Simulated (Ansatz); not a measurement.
## Structural relaxation of a frame of liquid (Cs,Na,Li)Br from 1500 K (90 atoms)

How does a frame of liquid (Cs,Na,Li)Br from 1500 K (90 atoms) relax, and what do bonds, charges and levels look like afterwards?

Calculated with Ansatz 0.2.0; Kohn-Sham DFT, PBE, PAW (set soft_2), plane waves.

Most raw output is cut from this account.

**1. The starting structure**

The cell holds 90 atoms: 12 Cs, 17 Na, 16 Li and 45 Br. Its edges and angles: a = 16.804 Å, b = 16.804 Å, c = 16.804 Å, α = 90.0°, β = 90.0°, γ = 90.0°. 90 atoms (12 Cs, 17 Na, 16 Li, 45 Br) placed at random at 2.67 g/cm³, melted at 1600 K for 10 ps at fixed volume with the Lennard-Jones and Coulomb ion parameters for SPC/E (Joung and Cheatham, J. Phys. Chem. B 112, 9020 (2008)), full charges. Snapshot at the end of a hold of 15 ps at 1500 K and zero pressure.

Before any run, some limits are plain. The network of bonds at the start is that of the classical potential that made the cell. The ion parameters were fitted for water, not for melts, so the density of this cell may lie well off the real melt's. Only the Γ point is sampled, in a cell whose shortest periodic width is 17 Å. The levels lack spin–orbit coupling, which is large for the heavy elements here.

**2. Single point at the start**

The forces at the start show how far the geometry lies from a minimum of this functional.

The input, input.yaml:

```yaml
crystal:
  lattice:
    - [16.80376, 0.0, 0.0]
    - [0.0, 16.80376, 0.0]
    - [0.0, 0.0, 16.80376]
  atoms:
    - { symbol: Cs, position: [0.39075, 0.97882, 0.52364] }
    - { symbol: Cs, position: [0.36606, 0.81269, 0.26767] }
    - { symbol: Cs, position: [0.07167, 0.27477, 0.01987] }
    - { symbol: Cs, position: [0.63078, 0.25629, 0.48776] }
    - { symbol: Cs, position: [0.71892, 0.83833, 0.75009] }
    - { symbol: Cs, position: [0.91255, 0.91355, 0.47112] }
    - { symbol: Cs, position: [0.041, 0.51431, 0.20952] }
    - { symbol: Cs, position: [0.24025, 0.4331, 0.34823] }
[... 78 atom lines left out ...]
    - { symbol: Br, position: [0.01687, 0.33108, 0.59905] }
    - { symbol: Br, position: [0.54331, 0.19962, 0.15329] }
    - { symbol: Br, position: [0.36956, 0.58798, 0.75042] }
    - { symbol: Br, position: [0.54539, 0.86266, 0.59407] }
kpoints:
  mp_grid: { grid: [1, 1, 1] }
hamiltonian:
  xc: pbe
scf:
  occupations: { method: fixed }
output:
  forces: true
  stress: true
  populations: intrinsic
  dos:
    method: { smearing: { sigma: 0.08 } }
    de: 0.1
    projected: { site_lists: { Br: [Br], Cs: [Cs], Li: [Li], Na: [Na] } }
  eigenvalues: true
```

On the command line:

```sh
> ansatz run input.yaml --threads 4 --pin off --max-ram 8192MiB --backend cpu --events-out ev --progress --plain --runs-dir out
```

Wall time 53 s (4 threads of Arm Neoverse V2, shared host); peak memory 5.4 GiB; 3.5 min of CPU time.

Read from the output:

```
free energy                                      : -221960.0243 eV
free energy per atom                             : -2466.2225 eV/atom
SCF cycles                                       : 7
pressure                                         : -0.3004 GPa
r.m.s. force component                           : 0.3707 eV/Å
longest force                                    : 1.973 eV/Å
Fermi energy                                     : -0.6817 eV
gap (highest filled to lowest empty level) : 2.333 eV
```

The r.m.s. force component of 0.37 eV/Å and the pressure of -0.30 GPa set the starting point.

Length of the force by element:

```
element  coordination  atoms  mean length of the force (eV/Å)  spread   least   most
     Br           all     45                            0.615   0.348  0.0775   1.97
     Cs           all     12                            0.641   0.394   0.161   1.39
     Li           all     16                            0.515   0.148   0.302  0.830
     Na           all     17                            0.403   0.169   0.174  0.740
```

**3. Relaxation**

With the cell held, the atoms are moved downhill towards a nearby minimum.

input.yaml, the sections that differ from step 2:

```yaml
output:
  forces: true
relax:
  f_tol: 0.05
  max_steps: 94
# crystal, kpoints, hamiltonian, scf: as in step 2
```

The job ended after 16 min (4 threads; peak memory 4.9 GiB; 62 min of CPU time).

The steps of the relaxation (22 of 35):

```
step  energy less that of the first step (eV)  largest force component (eV/Å)
   1                                   0.0000                          1.4457
   3                                  -6.3817                          0.4082
   4                                  -8.0775                          0.2760
   6                                  -9.7612                          0.2419
   7                                 -10.2879                          0.1601
   9                                 -11.1816                          0.2304
  11                                 -11.7537                          0.0950
  12                                 -11.9842                          0.0713
  14                                 -12.3753                          0.1957
  16                                 -12.6207                          0.0970
  17                                 -12.6999                          0.0806
  19                                 -12.8134                          0.0580
  20                                 -12.8609                          0.0514
  22                                 -12.9667                          0.0706
  24                                 -13.1326                          0.0739
  25                                 -13.2108                          0.0715
  27                                 -13.3631                          0.1218
  29                                 -13.4871                          0.1180
  30                                 -13.5415                          0.0564
  32                                 -13.6181                          0.1875
  33                                 -13.6481                          0.0563
  35                                 -13.6914                          0.0421
```

The atoms that moved most (Å):

```
atom      dx      dy      dz  length
Br59   2.940  -0.031   1.212   3.180
 Cs2  -2.660  -1.155   1.216   3.145
Na27  -1.007   2.702  -1.040   3.066
Na19   1.860   1.514  -1.401   2.778
Br69   1.231   0.021  -1.897   2.262
Br75   1.442  -1.571   0.667   2.235
Br78   0.875   2.008  -0.388   2.225
Br73  -0.529   1.987   0.201   2.066
```

The relaxation changed the energy by -152 meV/atom, and atoms moved by 1.4 Å r.m.s., 3.2 Å at most.

**4. Distances and neighbours after relaxation**

Bonds before and after, by the cutoffs listed below:

```
 pair  bonds before  bonds after  mean before (Å)  mean after (Å)  spread before (Å)  spread after (Å)
Br-Na            49           64            3.003           2.913              0.198             0.103
Br-Li            50           53            2.649           2.528              0.232             0.087
Br-Cs            45           55            3.496           3.710              0.298             0.161
```

Density 1.99 g/cm³, 52.72 Å³ an atom.

g(r), total and by pair (bins of 0.2 Å):

```
r (Å)  total  Br-Br  Br-Na  Br-Li  Br-Cs  Na-Na  Na-Li
 2.40   2.02   0.00   0.00  11.35   0.00   0.00   0.00
 2.60   1.75   0.00   0.00   9.88   0.00   0.00   0.00
 2.80   2.04   0.00  10.13   0.68   0.00   0.00   0.00
 3.00   1.52   0.00   7.78   0.00   0.00   0.00   0.00
 3.20   0.19   0.00   0.75   0.00   0.00   0.00   0.69
 3.40   0.08   0.00   0.00   0.00   0.00   0.00   0.00
 3.60   1.48   0.00   0.40   0.19   7.36   2.93   3.23
 3.80   1.20   0.65   0.00   0.00   5.40   2.75   1.99
 4.00   1.08   1.86   0.15   0.32   1.08   2.44   1.75
 4.20   1.06   2.57   0.00   0.59   0.21   1.43   1.56
 4.40   1.09   2.70   0.00   0.55   0.37   0.00   1.80
 4.60   1.03   1.59   0.35   0.50   0.51   1.24   0.66
 4.80   0.89   1.54   0.43   0.35   0.31   0.57   1.77
 5.00   0.82   1.05   0.29   0.63   0.55   0.54   1.67
 5.20   0.97   0.98   0.92   0.68   0.64   1.47   0.52
 5.40   0.99   1.03   1.36   0.71   0.60   0.46   0.48
 5.60   0.94   0.65   0.95   1.17   0.67   2.90   0.00
 5.80   0.79   0.72   0.74   1.25   0.52   0.38   0.62
 6.00   0.96   0.78   0.96   2.04   0.78   0.00   0.00
 6.20   1.02   0.49   1.02   2.04   1.01   0.34   0.90
 6.40   1.07   1.04   0.91   1.54   0.85   0.00   1.02
 6.60   0.86   0.47   1.08   0.96   1.44   0.31   0.47
 6.80   1.10   1.00   1.67   0.73   1.28   0.56   0.90
 7.00   1.12   0.95   1.11   1.39   1.57   0.54   1.14
 7.20   0.93   1.07   0.67   1.01   1.21   0.49   1.07
 7.40   0.95   0.89   0.72   0.86   1.27   1.20   0.89
 7.60   0.82   0.58   1.15   0.63   1.15   0.68   0.95
 7.80   0.84   0.93   1.05   0.47   0.57   1.08   1.14
```

Bonds by pair of elements; cutoffs follow the first minimum of g(r), held within bounds set by covalent radii, and pairs that aren't listed don't count as bonded:

```
pair A-B  cutoff (Å)  bonds  mean length (Å)  spread (Å)  shortest (Å)  B about A  A about B
   Br-Na        3.35     64             2.91       0.103          2.74       1.42       3.77
   Br-Li        3.18     53             2.53       0.087          2.40       1.18       3.31
   Br-Cs        4.28     55             3.71       0.161          3.50       1.22       4.58
```

How many atoms have how many bonded neighbours:

```
element  mean   3   4  5  6
     Br  3.82  14  25  6  0
     Cs  4.58   1   5  4  2
     Li  3.31  11   5  0  0
     Na  3.77   5  11  1  0
```

Bond angles (no mean is given where the spread exceeds 20°):

```
   angle  count  mean (°)  spread (°)
Br-Cs-Br    103         -           -
Br-Na-Br     91         -           -
Cs-Br-Na     68         -           -
Br-Li-Br     63       114        12.4
Li-Br-Na     53         -           -
```

Bond length by coordination (bonds to H left out):

```
element  coordination  atoms  mean bond length (Å)
     Br             3     14                  2.90
     Br             4     25                  3.05
     Br             5      6                  3.25
     Cs             3      1                  3.63
     Cs             4      5                  3.67
     Cs             5      4                  3.73
     Cs             6      2                  3.78
     Li             3     11                  2.48
     Li             4      5                  2.61
     Na             3      5                  2.84
     Na             4     11                  2.93
     Na             5      1                  3.00
```

With the cutoffs above, 56 % of Br atoms have 4, 42 % of Cs atoms have 4, 69 % of Li atoms have 3 and 65 % of Na atoms have 4 bonded neighbours.

**5. Single point at the relaxed geometry**

The electronic structure is read at the final geometry, in a run of its own.

The input, input.yaml:

```yaml
crystal:
  lattice:
    - [16.80376, 0.0, 0.0]
    - [0.0, 16.80376, 0.0]
    - [0.0, 0.0, 16.80376]
  atoms:
    - { symbol: Cs, position: [0.42048, 0.03475, 0.54038] }
    - { symbol: Cs, position: [0.20775, 0.74398, 0.34006] }
    - { symbol: Cs, position: [0.12287, 0.22411, 0.09155] }
    - { symbol: Cs, position: [0.65434, 0.21517, 0.42476] }
    [... 80 atom lines left out ...]
    - { symbol: Br, position: [0.23747, 0.56508, 0.21608] }
    - { symbol: Br, position: [0.07398, 0.03185, 0.1807] }
    - { symbol: Br, position: [0.97918, 0.39317, 0.57659] }
    - { symbol: Br, position: [0.53982, 0.18786, 0.13367] }
    - { symbol: Br, position: [0.35803, 0.60642, 0.7702] }
    - { symbol: Br, position: [0.54567, 0.85774, 0.55253] }
kpoints:
  mp_grid: { grid: [1, 1, 1] }
hamiltonian:
  xc: pbe
scf:
  occupations: { method: fixed }
output:
  forces: true
  stress: true
  populations: true
  dos:
    method: { smearing: { sigma: 0.1 } }
    de: 0.1
    projected: { site_lists: { Br: [Br], Cs: [Cs], Li: [Li], Na: [Na] } }
  eigenvalues: true
  write_density: true
  write_potential: true
  volumetric_format: npy
  elf: true
```

Elapsed: 70 s, on 4 threads; peak memory 5.4 GiB.

The program notes that the exchange-correlation potential is rough where the density is thin.

Read from the output:

```
free energy                                      : -221973.7156 eV
free energy per atom                             : -2466.3746 eV/atom
SCF cycles                                       : 7
pressure                                         : -0.3188 GPa
r.m.s. force component                           : 0.00915 eV/Å
longest force                                    : 0.05576 eV/Å
Fermi energy                                     : -1.265 eV
gap (highest filled to lowest empty level) : 3.491 eV
spilling of the projection                       : 0.00393
```

Löwdin charges by element and coordination (they lack the spilled electrons, 0.027 e an atom on average):

```
element  coordination  atoms  mean charge (e)  spread   least    most
     Br           all     45           -0.662  0.0254  -0.735  -0.618
     Br             3     14           -0.671  0.0303  -0.735  -0.631
     Br             4     25           -0.658  0.0231  -0.706  -0.618
     Br             5      6           -0.658  0.0145  -0.685  -0.641
     Cs           all     12            0.817  0.0173   0.776   0.836
     Cs             3      1            0.836       0   0.836   0.836
     Cs             4      5            0.825  0.0092   0.811   0.836
     Cs             5      4            0.814  0.0143   0.797   0.834
     Cs             6      2            0.795  0.0183   0.776   0.813
     Li           all     16            0.660  0.0175   0.628   0.683
     Li             3     11            0.671  0.0067   0.660   0.683
     Li             4      5            0.636  0.0074   0.628   0.645
     Na           all     17            0.698  0.0221   0.650   0.744
     Na             3      5            0.723  0.0134   0.703   0.744
     Na             4     11            0.692  0.0123   0.679   0.727
     Na             5      1            0.650       0   0.650   0.650
```

States in the cell by windows of 1 eV, zero at the Fermi level; the larger projections on atomic orbitals stand beside the total:

```
from (eV)  to (eV)  total   Br p  Cs p
      -10       -8    0.0    0.0   0.0
       -8       -7   47.3    0.4  46.7
       -7       -6   24.7    0.3  24.3
       -6       -3    0.0    0.0   0.0
       -3       -2   12.6   11.2   0.0
       -2       -1  123.0  116.0   0.3
       -1        0  133.3  130.3   0.5
        0        1    1.1    1.1   0.0
        1        3    0.0    0.0   0.0
        3        4    2.0    0.0   0.0
        4        5   27.1    1.6   0.0
```

With fixed occupations the program's Fermi level is the highest filled level; weight inside the gap is the broadening of levels at its edges.

Between -26 and -10 eV lie 216 more states.

About 67 of the 624 electrons lie in deeper levels, below the stored range.

The levels nearest the highest filled one (over half full), pooled over k-points and spins:

```
level less the highest filled one (eV)  occupation
                                -0.302           2
                                -0.301           2
                                -0.268           2
                                -0.242           2
                                -0.167           2
                                     0           2
                                  3.49           0
                                  4.17           0
                                  4.21           0
                                  4.28           0
                                  4.34           0
                                  4.42           0
```

ELF in the ab plane at fractional z = 0.073, with atoms of Cs and Na and Li and Br within 0.2 Å of it. It is the smooth field of the valence electrons, not physical close to the nuclei.

Ten even steps from '0' (0.00) to '9' (0.88), each cell a mean:
```
21000000000133321000000000001244320000000001
65300000000000000000000000000000000000001235
87410146765210000000000000001111100000001478
53102689998631000000000001245777642000000235
02412899998741000000000002479999986300000000
21411688886310000011000002589943898400146776
96200233211220003444420000148999996201699889
98510000026565027898873024421455530003898107
97300000014552069856995055461011110002689889
42000000000000389612797114420467765200135676
00000000000000258999986200015899987300000000
00000000000000001456542000136789985100133310
00000000000001320000000000012345422530367652
10000000000000110000000000000000005970267763
00000000000000001221000000001346653200023432
00001110000100000110000000014789999851000000
00257875200111000000001110003799999873000000
04799899720000012310145665201479998752000000
26997259950000165551278998630023443210000000
14799999720000045540389999840011100000000000
00135664100001000000368887411589986300000000
00000000001345542000134552017974599730000000
01333210014677764100001100038972499720000000
00123310003666643100000000026899996200000000
```
Columns run along a (16.8 Å), rows up along b (16.8 Å). Atoms in or near the plane, at fractional coordinates: Cs at (0.72, 0.07), Na at (0.38, 0.21), Na at (0.59, 0.64), Na at (0.26, 0.67), Li at (0.80, 0.44), Br at (0.42, 0.61), Br at (0.95, 0.68).

Valence density in the ab plane at fractional z = 0.073, with atoms of Cs and Na and Li and Br within 0.2 Å of it. It is the smooth field of the valence electrons, not physical close to the nuclei.

Values in units of 1e0 e/Å³, 13 rows by 16 columns, each cell a mean:
```
0.1 0.0 0.0 0.0 0.0 0.0 0.0 0.0 0.0 0.0 0.0 0.0 0.0 0.0 0.0 0.1
0.1 0.0 0.1 0.1 0.0 0.0 0.0 0.0 0.0 0.0 0.0 0.0 0.0 0.0 0.0 0.1
0.4 0.3 0.4 0.3 0.0 0.0 0.0 0.0 0.0 0.0 0.4 0.8 0.2 0.0 0.0 0.0
0.2 0.0 0.1 0.3 1.0 0.0 0.0 0.0 0.0 0.1 0.4 0.7 0.2 0.0 0.4 0.7
0.2 0.0 0.0 1.0 4.8 0.2 0.7 0.6 0.2 7.0 0.3 0.1 0.0 0.0 0.5 0.8
0.0 0.0 0.0 0.0 0.0 0.1 0.7 0.6 0.1 0.2 0.1 0.3 0.1 0.0 0.0 0.1
0.0 0.0 0.0 0.0 0.0 0.2 0.1 0.0 0.0 0.0 0.1 0.2 0.3 0.2 0.1 0.1
0.0 0.0 0.0 0.0 0.0 0.1 0.0 0.0 0.0 0.0 0.0 0.1 1.0 0.7 0.1 0.1
0.0 0.0 0.0 0.0 0.0 0.0 0.0 0.0 0.0 0.0 0.1 0.5 0.5 0.1 0.0 0.0
0.1 0.6 0.7 0.1 0.0 0.5 1.4 0.0 0.1 0.1 0.1 0.4 0.3 0.0 0.0 0.0
0.1 0.7 0.7 0.1 0.0 1.5 4.4 0.1 0.4 0.2 0.0 0.1 0.0 0.0 0.0 0.0
0.0 0.0 0.0 0.0 0.1 0.0 0.0 0.0 0.1 0.1 0.4 0.7 0.5 0.0 0.0 0.0
0.0 0.0 0.0 0.0 0.1 0.1 0.0 0.0 0.0 0.0 0.3 0.7 0.4 0.0 0.0 0.0
```
Columns run along a (16.8 Å), rows up along b (16.8 Å). Atoms in or near the plane, at fractional coordinates: Cs at (0.72, 0.07), Na at (0.38, 0.21), Na at (0.59, 0.64), Na at (0.26, 0.67), Li at (0.80, 0.44), Br at (0.42, 0.61), Br at (0.95, 0.68).

Mean Löwdin charges: Br -0.66, Cs +0.82, Li +0.66, Na +0.70 e (they miss 0.39 % of the electrons, so they add up to more than the cell's charge).

A closer look about Na24, which has 5 bonded neighbours where the commonest count for Na is 4: 11 atoms, nearest first, numbered in the order of the input, with positions taken from that point.

```
atom      x      y      z  distance (Å)  bonds  Löwdin charge (e)
Na24   0.00   0.00   0.00          0.00      5               0.65
Br71  -1.67   2.10  -1.14          2.91      4              -0.68
Br84  -2.14  -2.04   0.20          2.97      5              -0.65
Br54  -0.16   1.34   2.69          3.01      5              -0.64
Br74   1.99   0.45  -2.23          3.02      5              -0.66
Br66   1.59  -2.58   0.61          3.09      4              -0.66
Na17  -2.08  -1.02   2.96          3.76      4               0.69
Li30   1.41  -0.48   3.62          3.92      3               0.66
Na25   0.10   2.33  -3.31          4.04      4               0.69
Li42  -0.48  -4.02   0.84          4.13      4               0.63
 Cs2   0.47  -3.02  -2.79          4.13      6               0.81
```

The column of bonds counts only the pairs Br-Na within 3.35 Å, Br-Li within 3.18 Å, Br-Cs within 4.28 Å; other neighbours, such as metal atoms beside each other in a compound, aren't counted, and periodic images can show an atom twice.

**6. Results**

| Item | Value |
| --- | --- |
| energy change in the relaxation | -152.1 meV/atom |
| r.m.s. displacement | 1.395 Å |
| largest displacement | 3.18 Å |
| free energy per atom | -2466.3746 eV/atom |
| pressure | -0.3188 GPa |
| r.m.s. force component | 0.00915 eV/Å |
| gap (highest filled to lowest empty level) | 3.491 eV |
| wall time of the 3 DFT runs | 18 min |

**Reading.** Relaxation lowers the energy by 152 meV/atom and moves atoms by 1.4 Å r.m.s.; the r.m.s. force component goes from 0.37 to 0.0092 eV/Å, the pressure goes from -0.30 to -0.32 GPa, and the gap from 2.33 to 3.49 eV. By the final cutoffs 12 of 144 bonded pairs parted and 40 joined. From the first step to the last the energy fell by 13.691 eV, and the largest move was 3.18 Å (Br59, with 1 other atom within 2 % of it). The Br-Cs bonds change most in mean length: from 3.496 Å (spread 0.298) to 3.710 Å (spread 0.161), and their number from 45 to 55. With the cutoffs above, 56 % of Br atoms have 4, 42 % of Cs atoms have 4, 69 % of Li atoms have 3 and 65 % of Na atoms have 4 bonded neighbours. Between filled and empty levels lie 3.49 eV (at Γ alone); a semilocal functional tends to put such gaps too low. In a disordered cell it changes from sample to sample and from frame to frame.

**Limits.** The network of bonds at the start is that of the classical potential that made the cell; in DFT 12 of its 144 bonded pairs passed out of the cutoffs and 40 came within them.

[Logs are printed without paths, hosts, clocks, repeated set-up lines and the standing remarks that a program may print on its own settings, such as how far it seeks lower states.]

[Hosts, paths, dates, database ids (printed as entryN), source tags and the programs' standing remarks are cut or masked in the printed files.]
